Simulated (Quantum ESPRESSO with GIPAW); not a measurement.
**C3N4: from the crystal structure to its NMR spectrum**

Aim: the magnetic shielding of every site in C3N4.

Calculated with Quantum ESPRESSO with GIPAW 8.0dev (patched build); DFT, PBEsol, plane-wave PAW (pslibrary 1.0.0 recipes), scalar-relativistic, GIPAW; a patched development version of the program.

**1. Set-up**

It takes space group P-6m2 (No. 187, hexagonal). Conventional cell: a = 7.142 Å, b = 7.142 Å, c = 3.619 Å, α = 90.00°, β = 90.00°, γ = 120.00°. N has 3 C at 1.40 Å nearest. Nearest to N lie 2 C at 1.33 Å. Nearest to N lie 3 C at 1.48 Å. Nearest to C lie 3 N at 1.33 to 1.40 Å. Nearest to C lie 3 N at 1.33 to 1.48 Å. Farther neighbours and most contacts between anions are not listed.

Coordinates:

```cif
data_structure
_symmetry_space_group_name_H-M 'P 1'
_symmetry_Int_Tables_number 1
_cell_length_a 7.1416
_cell_length_b 7.1416
_cell_length_c 3.6194
_cell_angle_alpha 90.000
_cell_angle_beta 90.000
_cell_angle_gamma 120.000
_cell_volume 159.87
loop_
_atom_site_label
_atom_site_type_symbol
_atom_site_fract_x
_atom_site_fract_y
_atom_site_fract_z
_atom_site_occupancy
N1 N 0.00000 0.00000 0.00000 1
N2 N 0.32793 0.99863 0.00000 1
N3 N 0.00137 0.32930 0.00000 1
N4 N 0.67070 0.67207 0.00000 1
N5 N 0.00137 0.67207 0.00000 1
N6 N 0.32793 0.32930 0.00000 1
N7 N 0.67070 0.99863 0.00000 1
N8 N 0.66667 0.33333 0.00000 1
C9 C 0.11287 0.88713 0.00000 1
C10 C 0.11287 0.22573 0.00000 1
C11 C 0.77427 0.88713 0.00000 1
C12 C 0.78612 0.57223 0.00000 1
C13 C 0.42777 0.21388 0.00000 1
C14 C 0.78612 0.21388 0.00000 1
```

The cell is a computed entry of the Materials Project; it need not be the form that is stable at ambient conditions.

This structure had its atoms relaxed beforehand (DFT, PBEsol, plane-wave PAW (pslibrary 1.0.0 recipes), Quantum ESPRESSO with GIPAW), starting from the database entry, since shieldings follow bond lengths closely.

**2. Ground state**

The shielding is a linear response of the occupied states, which this run provides. It is converged far beyond what an energy needs, since the response uses the wavefunctions themselves. No empty states are asked for: the response is solved without them. The mesh has a spacing of 0.18 Å⁻¹ at most. The PAW files were made with ld1.x from the pslibrary 1.0.0 recipes, with GIPAW reconstruction switched on.

Input file scf.in:

```
&control
  calculation = 'scf'
  prefix = 'x'
  outdir = './tmp/'
  pseudo_dir = './'
/
&system
  ibrav = 0
  nat = 14
  ntyp = 2
  ecutwfc = 55
  ecutrho = 340
  nbnd = 32
/
&electrons
  conv_thr = 1.0d-10
  mixing_beta = 0.7
  electron_maxstep = 100
/
ATOMIC_SPECIES
  N 14.007 N.pbesol-n-kjpaw_psl.1.0.0-gipaw.UPF
  C 12.011 C.pbesol-n-kjpaw_psl.1.0.0-gipaw.UPF
CELL_PARAMETERS angstrom
  7.14164972 0.00000000 0.00000000
  -3.57082486 6.18485008 0.00000000
  0.00000000 0.00000000 3.61941700
ATOMIC_POSITIONS crystal
  N -0.00000000 -0.00000000 0.00000000
  N 0.32792709 0.99862941 0.00000000
  N 0.00137059 0.32929768 0.00000000
  N 0.67070232 0.67207291 0.00000000
  N 0.00137059 0.67207291 0.00000000
  N 0.32792709 0.32929768 -0.00000000
  N 0.67070232 0.99862941 -0.00000000
  N 0.66666667 0.33333333 0.00000000
  C 0.11286611 0.88713389 0.00000000
  C 0.11286611 0.22573221 0.00000000
  C 0.77426779 0.88713389 0.00000000
  C 0.78611611 0.57223222 0.00000000
  C 0.42776778 0.21388389 -0.00000000
  C 0.78611611 0.21388389 0.00000000
K_POINTS automatic
  6 6 10 0 0 0
```

Run with:

```sh
> mpirun -np 4 pw.x -nk 4 -in scf.in > scf.out
```

The log of the run:

```text
[...]
as large as its charge; the limit is 4.5
     Functions over the limit replaced by smooth ones with the moment of the charge, as mend_augmentation asks: 2
     This moves results (see INPUT_PW). Waves and levels in the save fit builds from 8.0dev_s219 on
     using ibrav=0 with symmetry is DISCOURAGED, use correct ibrav instead

     bravais-lattice index     =            0
     lattice parameter (alat)  =      13.4958  a.u.
     unit-cell volume          =    1078.8547 (a.u.)^3
     number of atoms/cell      =           14
     number of atomic types    =            2
     number of electrons       =        64.00
     number of Kohn-Sham states=           32
     kinetic-energy cutoff     =      55.0000  Ry
     charge density cutoff     =     340.0000  Ry
     scf convergence threshold =      1.0E-10
     mixing beta               =       0.7000
     number of iterations used =            8  plain     mixing
     Exchange-correlation= SLA-PW-PSX-PSC
                           (   1   4  10   8   0   0   0)
[...]
N                 5.00    14.00700     N ( 1.00)
     C                 4.00    12.01100     C ( 1.00)

     12 Sym. Ops. (no inversion) found
[...]
number of k points=    42
[...]
Dense  grid:   114371 G-vectors     FFT dimensions: (  80,  80,  45)

     Smooth grid:    59409 G-vectors     FFT dimensions: (  64,  64,  36)

     Check: negative core charge=   -0.000010

     Initial potential from superposition of free atoms

     starting charge      63.9997, renormalised to      64.0000
     Starting wfcs are   56 randomized atomic wfcs

     Self-consistent Calculation

     iteration #  1     ecut=    55.00 Ry     beta= 0.70
     Davidson diagonalization with overlap
     ethr =  1.00E-02,  avg # of iterations =  2.0

     total energy              =    -330.05335415 Ry
     estimated scf accuracy    <       2.03887870 Ry

     iteration #  2     ecut=    55.00 Ry     beta= 0.70
     Davidson diagonalization with overlap
     ethr =  3.19E-03,  avg # of iterations =  5.1

     total energy              =    -330.51735458 Ry
     estimated scf accuracy    <       1.79503299 Ry

     iteration #  3     ecut=    55.00 Ry     beta= 0.70
     Davidson diagonalization with overlap
     ethr =  2.80E-03,  avg # of iterations =  4.3

     total energy              =    -330.80921357 Ry
     estimated scf accuracy    <       0.04919801 Ry

[...]
total energy              =    -330.85157226 Ry
[...]
iteration # 18     ecut=    55.00 Ry     beta= 0.70
     Davidson diagonalization with overlap
     ethr =  8.48E-13,  avg # of iterations =  1.9

     total energy              =    -330.85157226 Ry
     estimated scf accuracy    <          2.3E-10 Ry

     iteration # 19     ecut=    55.00 Ry     beta= 0.70
     Davidson diagonalization with overlap
     ethr =  3.53E-13,  avg # of iterations =  4.4

     The search for the lowest empty level did not converge at 16 k points, so a gap is not shown: raise nbnd to see it

     End of self-consistent calculation
     [one-electron energies left out]

!    total energy              =    -330.85157226 Ry
     total all-electron energy =     -1328.038734 Ry
     estimated scf accuracy    <          1.6E-11 Ry

     The total energy is the sum of the following terms:
     one-electron contribution =    -167.50181755 Ry
     hartree contribution      =     111.16117978 Ry
     xc contribution           =     -72.72824649 Ry
     ewald contribution        =    -105.45871143 Ry
     one-center paw contrib.   =     -96.32397657 Ry

     convergence has been achieved in  19 iterations
[...]
JOB DONE.
```

Run time: 91 s. Hardware: 4 MPI ranks of Arm Neoverse V2, shared host; peak memory 0.74 GiB.

It converged in 19 cycles to an estimated accuracy of 2e-11 Ry, on 42 irreducible k-points.

(Part 1 of 2 ends here.)

[Banner, clock, file and message-heading lines were taken out of the pw.x and gipaw.x logs.]

[Logs are printed without paths, hosts, clocks, repeated set-up lines and the standing remarks that a program may print on its own settings, such as how far it seeks lower states.]

[Hosts, paths, dates, database ids (printed as entryN), source tags and the programs' standing remarks are cut or masked in the printed files.]

[Where no reference line passes its bar on scatter, no shift is given, so a measured shift of this compound may stand uncompared.]
